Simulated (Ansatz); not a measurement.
Two G0W0 runs on CO2 (Pa-3).

```
C O
1.0
     5.49707    0.00000    0.00000
     0.00000    5.49707    0.00000
     0.00000    0.00000    5.49707
C O
4 8
Direct
  0.00000 0.00000 0.00000
  0.50000 0.00000 0.50000
  0.50000 0.50000 0.00000
  0.00000 0.50000 0.50000
  0.12254 0.12254 0.12254
  0.37746 0.87746 0.62254
  0.62254 0.37746 0.87746
  0.87746 0.62254 0.37746
  0.87746 0.87746 0.87746
  0.62254 0.12254 0.37746
  0.37746 0.62254 0.12254
  0.12254 0.37746 0.62254
```

The cell and positions are those that the Materials Project relaxed with its own functionals (PBE, PBE+U or r2SCAN), kept fixed.

The first (Ansatz 0.2.0; start PBE with 20 % exact exchange, 2×2×2 mesh, 692 empty bands, screening to 150 eV, PAW set soft_1 files; 1 × NVIDIA H100 80GB HBM3 (shared by 6 runs) with 2 threads of AMD EPYC 7R13 (Zen 3), shared host) gave, on its mesh: starting gap 8.90 eV, G0W0 gap 11.25 eV, RPA ε∞ (mean) 1.81, 34 s.

The second gave: starting gap 12.00 eV, G0W0 gap 12.07 eV, RPA ε∞ (mean) 1.67, 39 s.

Question: What was changed in the input? Choose among start, files, mesh, bands and cutoff, frequency model or another key.

Changed: start from PBE with 20 % exact exchange to PBE with 50 % exact exchange. A jump of this size in the start, with ε∞ moving the other way, marks another functional. Other changes could give like numbers; this is the one that was made.

Limits: not at the basis limit; coarse k mesh.

[Paths, hosts, dates, memory and timing lines, banners, echoed tables and standing remarks are left out of the program output.]

[Logs are printed without paths, hosts, clocks, repeated set-up lines and the standing remarks that a program may print on its own settings, such as how far it seeks lower states.]

[Runs of the session that timed out or met a known fault of the program may be left out.]

[Cells called generated may have been cut or substituted from an entry of the Crystallography Open Database or the Materials Project.]

[Hosts, paths, dates, database ids (printed as entryN), source tags and the programs' standing remarks are cut or masked in the printed files.]
